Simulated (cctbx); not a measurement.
# Solving a structure by charge flipping

Cell a = 4.4490 Å, b = 4.4490 Å, c = 11.4150 Å, α = 90.00°, β = 90.00°, γ = 90.00°; space group I4/mmm (no. 139); content Pr2 Ge4 Mg4.

Simulated single-crystal data (cctbx): Ag Kα, λ = 0.56087 Å, to d = 0.77 Å, 50 % of the full sphere, strongest reflection 70000 counts, noise from counting, a 3 % proportional error and a noise floor of 15 counts (s.d.); no absorption.

Charge flipping in P1 on plain amplitudes to 0.8 Å, δ = 1.1 σ, 20 % of the reflections treated as weak, 150 cycles:

```text
cycle      R  skewness
    0  0.520     0.34
   12  0.354     5.50
   24  0.265     5.30
   36  0.271     5.11
   48  0.261     4.83
   60  0.283     4.95
   72  0.283     4.86
   84  0.266     4.54
   96  0.255     4.85
  108  0.269     4.82
  120  0.290     4.99
  132  0.295     4.58
  144  0.267     4.74
origin shift          correlation  skewness
 0.430  0.072  0.357      0.904      8.77
 0.429  0.070  0.051      0.888      8.41
 0.426  0.072  0.243      0.799      4.66
-0.008  0.671  0.478      0.744      1.03
taken: symmetry correlation 0.904, skewness 8.77
peak      x       y       z  mult  height/sigma
Q1    0.0000  0.0000  0.5000    2     21.7
Q2    0.0000  0.0000  0.1113    4     11.7
Q3    0.0000  0.5000  0.2500    4      4.6
Q4    0.0000  0.2771  0.3058   16      1.3
Q5    0.0000  0.0000  0.2643    4      1.2
Q6    0.0000  0.5000  0.1507    8      1.0
Q7    0.1691  0.1691  0.4561   16      0.9
Q8    0.0000  0.1562  0.1972   16      0.9
```

The origin is taken among those within 0.04 of the best correlation, by the skewness of the map.

It took 0.34 s on 1 thread of Intel(R) Xeon(R) CPU @ 2.60GHz (Ice Lake) (shared host), peak memory 0.07 GiB.

**Question.** Which peaks are atoms, and which elements?

Heights go roughly as Z and multiplicities must add up to the content. First model: Q1 = Pr1 (2 in the cell, height 21.7), Q2 = Ge1 (4 in the cell, height 11.7) and Q3 = Mg1 (4 in the cell, height 4.6). Against the true structure, Q1 is Pr, Q2 is Ge and Q3 is Mg; the other peaks are not atoms.

Least squares on F², isotropic:

```text
Rint 0.023, 100 unique reflections to 0.77 A
cycle     R1     wR2    GooF  max shift (A)
   1  0.0830  0.2492  14.307   0.02290
   2  0.0097  0.0295   1.695   0.00000
final R1 0.0097 wR2 0.0295 GooF 1.695  parameters 4  data/parameter 25.0
atom        x        y        z      Ueq    occ   su(xyz)  su(Uiso or U11)
Pr1    0.00000  0.00000  0.50000   0.0120  1.000  0.00000  0.0002
Ge1    0.00000  0.00000  0.10929   0.0183  1.000  0.00005  0.0002
Mg1    0.00000  0.50000  0.25000   0.0159  1.000  0.00000  0.0004
difference map: max 1.04 min -0.59 rms 0.10
Q1    0.0000  0.0000  0.4591    4    1.11  0.47 A from Pr1
Q2    0.1928  0.1928  0.0000    8    0.35  1.74 A from Ge1
Q3    0.1038  0.1038  0.3911   16    0.31  1.40 A from Pr1
Q4    0.0000  0.2191  0.5000    8    0.27  0.97 A from Pr1
Q5    0.0000  0.3266  0.3795   16    0.25  1.67 A from Mg1
```

Anisotropic refinement:

```text
Rint 0.023, 100 unique reflections to 0.77 A
cycle     R1     wR2    GooF  max shift (A)
   1  0.0097  0.0296   1.724   0.00058
   2  0.0067  0.0161   0.942   0.00000
final R1 0.0067 wR2 0.0161 GooF 0.942  parameters 7  data/parameter 14.3
atom        x        y        z      Ueq    occ   su(xyz)  su(Uiso or U11)
Pr1    0.00000  0.00000  0.50000   0.0119  1.000  0.00000  0.0001
Ge1    0.00000  0.00000  0.10924   0.0182  1.000  0.00003  0.0001
Mg1    0.00000  0.50000  0.25000   0.0158  1.000  0.00000  0.0003
difference map: max 0.31 min -0.25 rms 0.08
Q1    0.1848  0.1848  0.0000    8    0.33  1.70 A from Ge1
Q2    0.1658  0.1658  0.2124   16    0.25  1.57 A from Ge1
Q3    0.0000  0.3364  0.3847   16    0.22  1.70 A from Mg1
Q4    0.0000  0.0000  0.1952    4    0.20  0.98 A from Ge1
Q5    0.1489  0.1489  0.3191   16    0.20  1.87 A from Mg1
Q6    0.0000  0.0000  0.0000    2    0.19  1.25 A from Ge1
```

**Reading.** The refinement ends at R1 = 0.0067, wR2 = 0.0161, GooF = 0.94, with difference density between -0.25 and 0.31 e/Å³. Every site matches the true model in element, within 0.001 Å r.m.s., up to an allowed shift of origin.

True model:

| atom | mult. | x | y | z | Ueq (Å²) |
| --- | --- | --- | --- | --- | --- |
| Pr1 | 2 | 0 | 0 | 0 | 0.0120 |
| Ge1 | 4 | 0 | 0 | 0.3908 | 0.0183 |
| Mg1 | 4 | 0 | 1/2 | 1/4 | 0.0160 |

The model was made for the exercise: a known structure type with other elements put in, its volume estimated, not relaxed; displacement parameters are assumed.

[Middle refinement cycles are left out of these outputs.]

[Logs are printed without paths, hosts, clocks, repeated set-up lines and the standing remarks that a program may print on its own settings, such as how far it seeks lower states.]
